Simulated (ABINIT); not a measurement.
# Calculated records

```json
{"subject": "Quasiparticle gap of CsPbCl3 (Pm-3m) in ABINIT", "lattice_ang": [[5.605, 0.0, 0.0], [0.0, 5.605, 0.0], [0.0, 0.0, 5.605]], "atoms": [["Cs", 0.0, 0.0, 0.0], ["Pb", 0.5, 0.5, 0.5], ["Cl", 0.5, 0.5, 0.0], ["Cl", 0.0, 0.5, 0.5], ["Cl", 0.5, 0.0, 0.5]], "method": "RPA screening on PBE with spin-orbit coupling, plane waves, norm-conserving pseudopotentials (and 2 further levels or steps)", "program": "ABINIT 10.8.3", "settings": "cutoff 32 Ha, PseudoDojo fully relativistic 0.4 stringent, norm-conserving, potential set dojo-fr-pbe-0.4-stringent, ngkpt (2, 2, 2), nband 368, ecuteps 4.4 Ha, shiftk (0, 0, 0), symchi 1, awtr 1, frequency ppm, 2×2×2 k-mesh", "cost": "5 runs, 42 min in all on 4 MPI ranks of Arm Neoverse V1, shared host", "notes": "The program’s warnings: Neglecting <n,k|[Vnl,iqr]|m,k>. The cell and positions come from the Crystallography Open Database and are kept as given unless a step says otherwise. Limits: screening head approximate. The 2×2×2 mesh is coarse for this cell, which bears on the long-range parts of exchange and screening.", "results": {"pbe_gap": "0.70 eV, direct", "g0w0_gap_on_the_mesh": "1.87 eV", "gw_settings": "2×2×2 mesh, 368 bands, screening to 119.7 eV, Godby-Needs plasmon pole", "known_limits": "short of the basis limit; screening head approximate; coarse k mesh"}}
```

[Long decimals in the printed logs are rounded to 6 places.]

[Logs are printed without paths, hosts, clocks, repeated set-up lines and the standing remarks that a program may print on its own settings, such as how far it seeks lower states.]

[Paths, hosts, dates, memory and timing lines, banners, echoed tables and standing remarks are left out of the program output; an Ansatz launch command may be rebuilt from the run's recorded settings. Measured values are a selection of at most five: reports struck by readers or far from the other reports are left out. None is set beside runs whose start may be inverted or whose files or cutoffs have a known fault.]

[Runs of the session that timed out or met a known fault of the program may be left out.]

[Hosts, paths, dates, database ids (printed as entryN), source tags and the programs' standing remarks are cut or masked in the printed files.]

[G0W0 gaps are taken among the corrected bands and points alone; a level outside them can change the order at an edge.]

[Where Ansatz stands beside ABINIT at settings called matched, ABINIT's density can come from a denser mesh and the files from another edition; pairs whose starting gaps differed by over 0.03 eV were left out, so agreement reads better than it is.]
